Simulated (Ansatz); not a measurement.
## YCrIn, from a guessed structure to a relaxed one

Starting from a made-up structure for YCrIn, the aim is the relaxed cell, its shortest contacts and, where a second run follows, its electronic structure.

Main program and level: Ansatz 0.2.0; DFT, PBEsol, plane-wave PAW, files of the set soft_1, scalar-relativistic, ferromagnetic start, cell and ions relaxed at zero pressure; PAW set soft_1, in the first sound run; inputs show where later runs differ.

**1. Starting point**

Symmetry: P-6m2, No. 187, hexagonal system. Conventional cell: a = 4.808 Å, b = 4.808 Å, c = 3.494 Å, α = 90.00°, β = 90.00°, γ = 120.00°. Nearest to In lie 3 Cr at 2.78 Å and 6 Y at 3.28 Å. Y has 6 In at 3.28 Å and 6 Cr at 3.28 Å and 2 Y at 3.49 Å nearest. Nearest to Cr lie 3 In at 2.78 Å and 6 Y at 3.28 Å. Farther neighbours are not listed.

**2. Relaxing cell and atoms**

The guess takes its coordinates from another compound and its volume from a rule, so the cell and any free coordinates are relaxed together.

Input file input.yaml:

```yaml
crystal:
  lattice:
    - [4.808, 0.0, 0.0]
    - [-2.404, 4.163850141, 0.0]
    - [0.0, 0.0, 3.494]
  atoms:
    - { symbol: In, position: [0.666666667, 0.333333333, 0.5] }
    - { symbol: "Y", position: [0.0, 0.0, 0.0] }
    - { symbol: Cr, position: [0.333333333, 0.666666667, 0.5], spin: 3.0 }
magnetization:
  spin_polarized: true
kpoints:
  mp_grid: { grid: [7, 7, 8] }
scf:
  occupations: { method: fermi_dirac, width: 0.05 }
hamiltonian:
  xc: pbesol
  pseudopotentials: { kind: paw, azcp: { folder: soft_1 }, xc_functional: pbe }
relax:
  f_tol: 0.015
  max_steps: 70
  cell: {}
output:
  forces: true
  stress: true
```

The run is started by

```
$ ansatz run input.yaml --threads 4 --pin off --max-ram 8192MiB --backend cpu --events-out ev --progress --plain --runs-dir out
```

Numbers of over 12 decimals in the logs are rounded to 6 here.

Output:

```text
Engine: ansatz 0.2.0, x86_64-unknown-linux-gnu
Pseudopotentials: kind: paw
Pseudopotential: In, paw, valence charge 13, recommended cutoff 420 eV (normal), soft_1/In.paw.azcp
Pseudopotential: Y, paw, valence charge 11, recommended cutoff 420 eV (normal), soft_1/Y.paw.azcp
Pseudopotential: Cr, paw, valence charge 14, recommended cutoff 420 eV (normal), soft_1/Cr.paw.azcp
Functional definition: PBEsol
  exchange = pbesol_x
  correlation = pbesol_c
Crystal: 3 atoms, lattice volume = 69.949 Å³
Basis set: ecut = 420 eV, 1307 PW (Γ), exchange–correlation on 72×72×48 points (8 copies of the dense FFT grid, shifted against one another)
Bands: 25, of which v1, the nominal top of the filled ones, is band 19 counted from 1 (18 counted from 0)
Symmetry: 12 space group operations
Space group: P-6m2 (ITA 187), of the structure as read, at distance tolerance 4.1e-5 Å
Magnetic group: BNS 187.209 (UNI 1439), of the structure as read, at distance tolerance 4.1e-5 Å
k-points: 40 of 392 (time reversal used)
Non-local potential: In, projectors of the file, l = 0: 2, l = 1: 2, l = 2: 2, l = 3: 1
Non-local potential: Y, projectors of the file, l = 0: 3, l = 1: 2, l = 2: 2, l = 3: 1
Non-local potential: Cr, projectors of the file, l = 0: 3, l = 1: 2, l = 2: 3, l = 3: 1
PAW form: soft (Blöchl's): semilocal exchange-correlation on the pseudo side does not see the compensation charge
PAW frozen core: In, regenerated for the run's functional, and the local potential with it (the file was generated under x = pbe(κ = 0.804, μ = 0.219515), c = pbe(β = 0.066725))
PAW frozen core: Y, regenerated for the run's functional, and the local potential with it (the file was generated under x = pbe(κ = 0.804, μ = 0.219515), c = pbe(β = 0.066725))
PAW frozen core: Cr, regenerated for the run's functional, and the local potential with it (the file was generated under x = pbe(κ = 0.804, μ = 0.219515), c = pbe(β = 0.066725))
PAW one-centre angular grid: In, 590 points (default); XC on 64 Gauss nodes
PAW one-centre angular grid: Y, 590 points (default); XC on 64 Gauss nodes
PAW one-centre angular grid: Cr, 590 points (default); XC on 64 Gauss nodes
Initial density: superposition of atomic densities (chi_scale 0.1, normalization cell)
Starting moments: Σ|m| = 3 μB on 1 of 3 sites
Initial wavefunctions: pseudopotential atomic-orbital guess
Functional: x = pbesol(κ = 0.804, μ = 0.123457), c = pbesol(β = 0.046)
SCF iter   1: F=—  HF=-12669.506617 eV  |F-HF|=—  |Δ(HF+E_count)|=         —  Δρ=4.65e-2 (↑4.65e-2 ↓4.34e-2)  dr2=6.49e0  dr2_m=3.33e-2  M=3.278 μB ∫|m|=3.513 μB  β_m=0.30  ethr=3.10e-3  ⟨swp⟩=5.8  Hψ=7753  notcnv=0
Mixer restart at iter 1: flushing history
preconditioner: auto → Kerker (q_TF=auto, 2.464 Å⁻¹)  [metal: Δε(μ)=0.024 eV  Ē_g=12.456 eV  σ=0.050 eV  W_gap=0.12  n_scr=20 (ndim 8)  ℏωp=23.5 eV  f_vac=0.000  D(μ)=2.74/eV (n_scr^D=26)]
spin=Collinear: Kerker preconditioning applied to the charge; magnetization (m = ρ↑ − ρ↓) channel mixes plain (no charge-response kernel on spin).
SCF iter   2: F=—  HF=-12669.508071 eV  |F-HF|=—  |Δ(HF+E_count)|=   1.45e-3  Δρ=2.69e-2 (↑1.39e-2 ↓2.69e-2)  dr2=1.16e0  dr2_m=1.02e-1  M=3.351 μB ∫|m|=3.636 μB  β_m=0.38  ethr=3.10e-3  ⟨swp⟩=2.5  Hψ=4589  notcnv=0  defer=26
SCF iter   3: F=—  HF=-12669.419242 eV  |F-HF|=—  |Δ(HF+E_count)|=   8.88e-2  Δρ=1.59e-2 (↑1.56e-2 ↓1.59e-2)  dr2=1.91e-1  dr2_m=1.18e-1  M=3.450 μB ∫|m|=3.810 μB  β_m=0.69  ethr=3.05e-3  ⟨swp⟩=2.2  Hψ=2911  notcnv=0  defer=26
SCF iter   4: F=—  HF=-12669.542621 eV  |F-HF|=—  |Δ(HF+E_count)|=         —  Δρ=2.29e-2 (↑2.29e-2 ↓9.56e-3)  dr2=1.57e-1  dr2_m=1.64e-1  M=3.994 μB ∫|m|=4.460 μB  β_m=0.69  ethr=5.02e-4  ⟨swp⟩=2.3  Hψ=3821  notcnv=0  defer=26
Mixer restart at iter 4: flushing history
SCF iter   5: F=—  HF=-12669.527409 eV  |F-HF|=—  |Δ(HF+E_count)|=   1.52e-2  Δρ=4.50e-3 (↑4.50e-3 ↓3.45e-3)  dr2=2.41e-2  dr2_m=1.92e-3  M=3.947 μB ∫|m|=4.420 μB  β_m=0.66  ethr=4.12e-4  ⟨swp⟩=2.6  Hψ=4393  notcnv=0  defer=33
SCF iter   6: F=—  HF=-12669.526956 eV  |F-HF|=—  |Δ(HF+E_count)|=   4.53e-4  Δρ=6.01e-3 (↑6.01e-3 ↓2.31e-3)  dr2=1.48e-2  dr2_m=1.03e-2  M=4.028 μB ∫|m|=4.503 μB  β_m=0.70  ethr=6.34e-5  ⟨swp⟩=2.0  Hψ=4228  notcnv=0  defer=41
SCF iter   7: F=—  HF=-12669.524701 eV  |F-HF|=—  |Δ(HF+E_count)|=   2.25e-3  Δρ=6.83e-4 (↑4.90e-4 ↓6.83e-4)  dr2=1.30e-3  dr2_m=7.31e-5  M=4.032 μB ∫|m|=4.510 μB  β_m=0.85  ethr=3.90e-5  ⟨swp⟩=2.0  Hψ=3520  notcnv=0  defer=41
SCF iter   8: F=—  HF=-12669.524931 eV  |F-HF|=—  |Δ(HF+E_count)|=   2.30e-4  Δρ=1.98e-4 (↑1.98e-4 ↓1.85e-4)  dr2=1.33e-4  dr2_m=1.02e-5  M=4.046 μB ∫|m|=4.525 μB  β_m=0.92  ethr=3.42e-6  ⟨swp⟩=1.9  Hψ=2563  notcnv=0  defer=41
SCF iter   9: F=—  HF=-12669.524943 eV  |F-HF|=—  |Δ(HF+E_count)|=   1.19e-5  Δρ=2.30e-4 (↑2.30e-4 ↓5.86e-5)  dr2=5.83e-5  dr2_m=6.68e-6  M=4.051 μB ∫|m|=4.530 μB  β_m=0.96  ethr=3.49e-7  ⟨swp⟩=2.0  Hψ=2502  notcnv=0  defer=41
SCF iter  10: F=—  HF=-12669.524948 eV  |F-HF|=—  |Δ(HF+E_count)|=   5.12e-6  Δρ=3.17e-5 (↑3.17e-5 ↓2.85e-5)  dr2=3.07e-6  dr2_m=1.55e-8  M=4.051 μB ∫|m|=4.530 μB  β_m=0.86  ethr=1.53e-7  ⟨swp⟩=2.2  Hψ=2704  notcnv=0  defer=41
SCF iter  11: F=—  HF=-12669.524947 eV  |F-HF|=—  |Δ(HF+E_count)|=   6.42e-7  Δρ=8.64e-6 (↑7.74e-6 ↓8.64e-6)  dr2=4.95e-8  dr2_m=3.57e-8  M=4.051 μB ∫|m|=4.530 μB  β_m=0.93  ethr=8.09e-9  ⟨swp⟩=2.0  Hψ=2809  notcnv=0  defer=41
SCF iter  12: F=-12669.524947 eV  HF=-12669.524947 eV  |F-HF|=6.99e-8  |Δ(HF+E_count)|=   3.63e-8  Δρ=7.27e-6 (↑7.27e-6 ↓1.82e-6)  dr2=7.81e-8  dr2_m=6.39e-9  M=4.051 μB ∫|m|=4.530 μB  ethr=1.30e-10  ⟨swp⟩=2.0  Hψ=6505  notcnv=0
SCF 1 converged in 12 iterations: F = -12669.524947 eV  dr2 = 7.81e-8
  greatest PAW one-centre occupation: 1.000 electrons in one spin orbital (limit 2), on the Cr atom at site 2 (counted from 0), in its partial waves of l = 0
relax step   1: F+E_penalty+E_count = -12669.52494710 eV  Δ(F+E_penalty+E_count) = +0.000e0 eV  max|allowed force component| = 8.905e-17 eV/Å  Δτ_max = 0.0000 Å  P = -1.679 GPa  Ω = 69.949 Å³  (12 SCF iters, dr2 threshold 1.00e-7 eV, accepted)
Crystal: 3 atoms, lattice volume = 67.023 Å³
Basis set: ecut = 420 eV, 1277 PW (Γ), exchange–correlation on 72×72×48 points (8 copies of the dense FFT grid, shifted against one another)
Initial density: handed on by an earlier stage of this run
Starting moments: Σ|m| = 3 μB on 1 of 3 sites; this step starts from the density that it was given
Initial wavefunctions: those handed on with the density
iter 1 solved again at ethr=1.53e-4 eV; its pass at ethr=3.10e-3 eV (dr2=5.82e-2 eV) is discarded
[...]
SCF iter   3: F=—  HF=-12669.539045 eV  |F-HF|=—  |Δ(HF+E_count)|=   6.40e-5  Δρ=4.35e-4 (↑4.35e-4 ↓3.55e-4)  dr2=1.75e-5  dr2_m=9.27e-5  M=3.953 μB ∫|m|=4.431 μB  β_m=0.51  ethr=3.93e-6  ⟨swp⟩=2.0  Hψ=3780  notcnv=0
SCF iter   4: F=—  HF=-12669.539049 eV  |F-HF|=—  |Δ(HF+E_count)|=   3.65e-6  Δρ=9.13e-5 (↑4.22e-5 ↓9.13e-5)  dr2=1.54e-5  dr2_m=1.16e-6  M=3.954 μB ∫|m|=4.431 μB  β_m=0.45  ethr=4.60e-8  ⟨swp⟩=2.0  Hψ=3371  notcnv=0
SCF iter   5: F=—  HF=-12669.539059 eV  |F-HF|=—  |Δ(HF+E_count)|=   1.07e-5  Δρ=3.08e-5 (↑2.20e-5 ↓3.08e-5)  dr2=2.29e-6  dr2_m=1.33e-7  M=3.954 μB ∫|m|=4.432 μB  β_m=0.72  ethr=4.06e-8  ⟨swp⟩=2.1  Hψ=2658  notcnv=0
SCF iter   6: F=—  HF=-12669.539069 eV  |F-HF|=—  |Δ(HF+E_count)|=   9.49e-6  Δρ=1.06e-5 (↑1.06e-5 ↓6.64e-6)  dr2=1.13e-7  dr2_m=2.35e-8  M=3.954 μB ∫|m|=4.432 μB  β_m=0.70  ethr=6.03e-9  ⟨swp⟩=2.0  Hψ=3440  notcnv=0
SCF iter   7: F=—  HF=-12669.539069 eV  |F-HF|=—  |Δ(HF+E_count)|=   1.03e-7  Δρ=5.57e-6 (↑5.57e-6 ↓2.54e-6)  dr2=4.86e-8  dr2_m=4.47e-9  M=3.954 μB ∫|m|=4.432 μB  β_m=0.73  ethr=2.97e-10  ⟨swp⟩=2.0  Hψ=3327  notcnv=0
SCF iter   8: F=—  HF=-12669.539069 eV  |F-HF|=—  |Δ(HF+E_count)|=   1.86e-7  Δρ=4.83e-6 (↑4.83e-6 ↓1.29e-6)  dr2=1.41e-8  dr2_m=4.82e-9  M=3.954 μB ∫|m|=4.432 μB  β_m=0.85  ethr=1.28e-10  ⟨swp⟩=2.4  Hψ=3135  notcnv=0
SCF iter   9: F=-12669.539069 eV  HF=-12669.539069 eV  |F-HF|=9.89e-8  |Δ(HF+E_count)|=   6.40e-8  Δρ=8.87e-6 (↑8.87e-6 ↓1.83e-6)  dr2=1.08e-7  dr2_m=8.93e-9  M=3.954 μB ∫|m|=4.432 μB  ethr=3.71e-11  ⟨swp⟩=1.0  Hψ=5874  notcnv=0
SCF 3 converged in 9 iterations: F = -12669.539069 eV  dr2 = 1.08e-7
relax step   3: F+E_penalty+E_count = -12669.53906900 eV  Δ(F+E_penalty+E_count) = -1.519e-3 eV  max|allowed force component| = 6.630e-17 eV/Å  Δτ_max = 0.0000 Å  P = +0.014 GPa  Ω = 67.704 Å³  energy of the carried Pulay correction = +2.303e-4 eV  (9 SCF iters, dr2 threshold 3.00e-7 eV, accepted)
[...]
relax step   4: F+E_penalty+E_count = -12669.53909146 eV  Δ(F+E_penalty+E_count) = -2.246e-5 eV  max|allowed force component| = 1.395e-16 eV/Å  Δτ_max = 0.0000 Å  P = +0.001 GPa  Ω = 67.695 Å³  energy of the carried Pulay correction = +2.317e-4 eV  (8 SCF iters, dr2 threshold 7.72e-9 eV, accepted)
Initial wavefunctions: pseudopotential atomic-orbital guess (no wavefunctions were taken with the density)
iter 1 solved again at ethr=3.51e-8 eV; its pass at ethr=3.10e-3 eV (dr2=1.33e-5 eV) is discarded
SCF iter   1: F=—  HF=-12669.538861 eV  |F-HF|=—  |Δ(HF+E_count)|=         —  Δρ=2.11e-5 (↑2.11e-5 ↓1.46e-5)  dr2=3.21e-7  dr2_m=5.76e-8  M=3.954 μB ∫|m|=4.431 μB  β_m=0.65  ethr=3.51e-8  ⟨swp⟩=3.8  Hψ=13690  notcnv=0
preconditioner: auto → none  [metal: Δε(μ)=0.010 eV  Ē_g=12.898 eV  σ=0.050 eV  W_gap=0.05  n_scr=8 (ndim 8)  ℏωp=23.9 eV  f_vac=0.000  D(μ)=2.66/eV (n_scr^D=26)]
SCF iter   2: F=—  HF=-12669.538862 eV  |F-HF|=—  |Δ(HF+E_count)|=   7.11e-7  Δρ=1.53e-5 (↑1.53e-5 ↓5.97e-6)  dr2=2.56e-7  dr2_m=2.83e-8  M=3.954 μB ∫|m|=4.431 μB  β_m=0.40  ethr=8.46e-10  ⟨swp⟩=2.0  Hψ=3072  notcnv=0
SCF iter   3: F=—  HF=-12669.538862 eV  |F-HF|=—  |Δ(HF+E_count)|=   1.40e-7  Δρ=5.35e-6 (↑5.35e-6 ↓4.61e-6)  dr2=1.21e-8  dr2_m=3.73e-9  M=3.954 μB ∫|m|=4.431 μB  β_m=0.47  ethr=6.75e-10  ⟨swp⟩=2.0  Hψ=3410  notcnv=0
SCF iter   4: F=—  HF=-12669.538862 eV  |F-HF|=—  |Δ(HF+E_count)|=   3.28e-8  Δρ=1.88e-6 (↑1.88e-6 ↓1.27e-6)  dr2=3.39e-9  dr2_m=4.48e-10  M=3.954 μB ∫|m|=4.431 μB  β_m=0.54  ethr=3.18e-11  ⟨swp⟩=2.1  Hψ=2633  notcnv=0
SCF iter   5: F=—  HF=-12669.538862 eV  |F-HF|=—  |Δ(HF+E_count)|=   2.30e-8  Δρ=1.55e-6 (↑1.55e-6 ↓4.65e-7)  dr2=2.48e-9  dr2_m=3.84e-10  M=3.954 μB ∫|m|=4.431 μB  β_m=0.77  ethr=8.92e-12  ⟨swp⟩=2.0  Hψ=3425  notcnv=0
SCF iter   6: F=—  HF=-12669.538862 eV  |F-HF|=—  |Δ(HF+E_count)|=   1.47e-8  Δρ=8.09e-7 (↑8.09e-7 ↓2.82e-7)  dr2=5.48e-10  dr2_m=1.38e-10  M=3.954 μB ∫|m|=4.431 μB  β_m=0.72  ethr=6.52e-12  ⟨swp⟩=2.0  Hψ=3556  notcnv=0
SCF iter   7: F=—  HF=-12669.538862 eV  |F-HF|=—  |Δ(HF+E_count)|=  9.64e-10  Δρ=3.88e-7 (↑3.88e-7 ↓2.09e-7)  dr2=8.77e-11  dr2_m=4.61e-11  M=3.954 μB ∫|m|=4.431 μB  β_m=0.71  ethr=1.44e-12  ⟨swp⟩=2.0  Hψ=3434  notcnv=0
SCF iter   8: F=—  HF=-12669.538862 eV  |F-HF|=—  |Δ(HF+E_count)|=  5.09e-11  Δρ=8.46e-8 (↑6.59e-8 ↓8.46e-8)  dr2=4.63e-12  dr2_m=3.04e-12  M=3.954 μB ∫|m|=4.431 μB  β_m=0.82  ethr=1.00e-12  ⟨swp⟩=2.0  Hψ=3251  notcnv=0
SCF iter   9: F=—  HF=-12669.538862 eV  |F-HF|=—  |Δ(HF+E_count)|=  2.91e-11  Δρ=3.64e-8 (↑3.64e-8 ↓3.29e-8)  dr2=8.29e-13  dr2_m=6.11e-13  M=3.954 μB ∫|m|=4.431 μB  β_m=0.86  ethr=1.00e-12  ⟨swp⟩=1.1  Hψ=2006  notcnv=0
SCF iter  10: F=-12669.538862 eV  HF=-12669.538862 eV  |F-HF|=5.46e-12  |Δ(HF+E_count)|=  1.82e-12  Δρ=6.73e-8 (↑6.73e-8 ↓1.27e-8)  dr2=5.81e-12  dr2_m=4.90e-13  M=3.954 μB ∫|m|=4.431 μB  ethr=1.00e-12  ⟨swp⟩=3.4  Hψ=6982  notcnv=0
SCF 5 converged in 10 iterations: F = -12669.538862 eV  dr2 = 5.81e-12
relax step   5: F+E_penalty+E_count = -12669.53886216 eV  Δ(F+E_penalty+E_count) = +2.293e-4 eV  max|allowed force component| = 1.395e-16 eV/Å  Δτ_max = 0.0000 Å  P = +0.001 GPa  Ω = 67.695 Å³  stress off target by 3.55e-3 GPa  SCF on the basis re-selected at this cell (its energy is not comparable with the rows above)  (10 SCF iters)
basis re-selected at this cell: Δ(F+E_penalty+E_count) = +2.293e-4 eV, ΔP = +0.000 GPa vs the last step (what re-selecting the basis moved, of the pressure what is left beyond the Pulay correction that the steps carried, after the strain that the cell walked since its last selection, with what the two solves' SCF thresholds leave and, on support functions, any second-order correction that the steps lacked; it is no m [...]
SCF converged after 10 iterations
Magnetization: 3.9542 μB (20.9771 up, 17.0229 down)
Absolute magnetization: 4.4398 μB (∫|ρ↑−ρ↓|, with the PAW one-centre terms)
Spin contamination: 0.2580 ħ² per cell (⟨S²⟩ above its minimum at these occupations)
Per-site moments (μB) at R_I (Å): [(-0.030147, 1.140440), (0.00342283, 1.339745), (3.479608, 1.140440)]
Free energy (F): -12669.538862 eV
Harris-Foulkes:  -12669.538862 eV  (|F-HF|=5.46e-12)
Internal energy: -12669.516933 eV  (E = F + TS)
E sigma→0 (E₀):  -12669.527898 eV
Entropy (-TS):   -0.021929 eV (-7.310 meV/atom)
Fermi energy:    11.710022 eV
--- Per-component energies (eV) ---
  E_band       = -336.132698
  E_kinetic    = 836.960995
  E_local      = -3161.651465  (includes V_loc(G=0)·N_el)
  E_nonlocal   = 405.889935
  E_hartree    = 1308.146210
  E_xc         = -433.523249
  E_vxc        = -440.872830  (∫ρ·V_xc dr)
  E_paw        = -8096.696495  (= ΣΔE_a)
  E_vpaw       = -592.752661  (= ΣTr[D̂ρ^β])
  E_aug_tail   = 0.001030  (compensation charges beyond the density's cutoff)
  E_ewald      = -3529.188571
  E_core_change = 0.544677  (= ΣΔE_core)
  E_smearing   = -0.021929  (= −TS)
  E_closure    = -0.000000  (closes the sum)
  Σ components = -12669.538862   (vs F -12669.538862, Δ=0.00e0)
--- Forces (eV/Å), atoms counted from 1 ---
  atom   1  In     0.00000000    -0.00000000    -0.00000000
  atom   2  Y      0.00000000    -0.00000000     0.00000000
  atom   3  Cr     0.00000000    -0.00000000    -0.00000000
  max |Σ_I F_I| component: 3.03e-16 eV/Å
--- Stress (GPa, compression-positive) ---
        0.003330      -0.000000      -0.000000
       -0.000000       0.003330       0.000000
       -0.000000       0.000000      -0.003548
  P = ⅓ Tr σ = 0.0010 GPa (0.010 kbar)
--- Relaxed structure (4 steps of the walk, 4 accepted, 1 SCFs on fresh bases) ---
  F+E_penalty+E_count = -12669.53886216 eV   max|allowed force component| = 1.395e-16 eV/Å   (the final SCF, on the basis selected at the relaxed cell)
  cell:  # Å, volume = 67.6949 Å³
    - [4.788606, 0, 2.5271005701673028e-18]
    - [-2.394303, 4.147054, -1.2635502850836522e-18]
    - [1.836457860354406e-18, 0, 3.408846]
  atoms:
    - { symbol: In, position: [0.666667, 0.333333, 0.5] }
    - { symbol: Y, position: [0, 0, 0] }
    - { symbol: Cr, position: [0.333333, 0.666667, 0.5] }
```

The job ended after 23 s (4 threads of Intel Xeon Platinum 8488C (Sapphire Rapids), shared host; peak memory 0.58 GiB).

Step by step:

```tsv
step	energy less that of the first step (eV)	largest force component (eV/Å)	pressure (GPa)	volume (Å³)
1	0.0000	0.0000	-1.68	69.95
2	-0.0126	0.0000	0.69	67.02
3	-0.0141	0.0000	0.01	67.70
4	-0.0141	0.0000	0.00	67.69
5*	-0.0139	0.0000	0.00	67.69
```

Relaxation steps marked * repeat the geometry before them on a plane-wave basis chosen anew for their cell, so energy and pressure can jump there.

The run keeps the 12 symmetry operations that it works with, so distortions that break them were not tested.

```tsv
conventional cell, symmetrised	before	after	change
a (Å)	4.808	4.789	-0.4 %
b (Å)	4.808	4.789	-0.4 %
c (Å)	3.494	3.409	-2.4 %
volume (Å³/atom)	23.32	22.56	-3.2 %
```

Final coordinates:

```xyz
3
Lattice="4.7886 0.0000 0.0000 -2.3943 4.1471 0.0000 0.0000 0.0000 3.4088" Properties=species:S:1:pos:R:3 pbc="T T T"
In    2.3943    1.3824    1.7044
Y     0.0000    0.0000    0.0000
Cr    0.0000    2.7647    1.7044
```

This step gave:

```
free energy             : -12669.5389 eV
energy at zero smearing : -12669.5279 eV
smearing term TS        : 0.02193 eV
Fermi energy            : 11.71 eV
magnetization           : 3.954 μB
absolute magnetization  : 4.440 μB
site moments            : -0.03015, 0.003423, 3.480 μB
electrons               : 38
symmetry operations     : 12
pressure                : 0.001037 GPa
```

Site moment by atom:

```tsv
atom	site moment (μB)
In1	-0.03
Y2	0.00
Cr3	3.48
```

Shortest distances by pair of elements, guess and relaxed (not always the same contact):

```tsv
pair	guess (Å)	relaxed (Å)
Cr–In	2.776	2.765
Cr–Y	3.280	3.248
In–Y	3.280	3.248
In–In	3.494	3.409
Y–Y	3.494	3.409
```

The relaxation ends with a pressure of 0.00 GPa.

[end of part 1 of 2]

[Logs are printed without paths, hosts, clocks, repeated set-up lines and the standing remarks that a program may print on its own settings, such as how far it seeks lower states.]

[Hosts, paths, dates, database ids (printed as entryN), source tags and the programs' standing remarks are cut or masked in the printed files.]
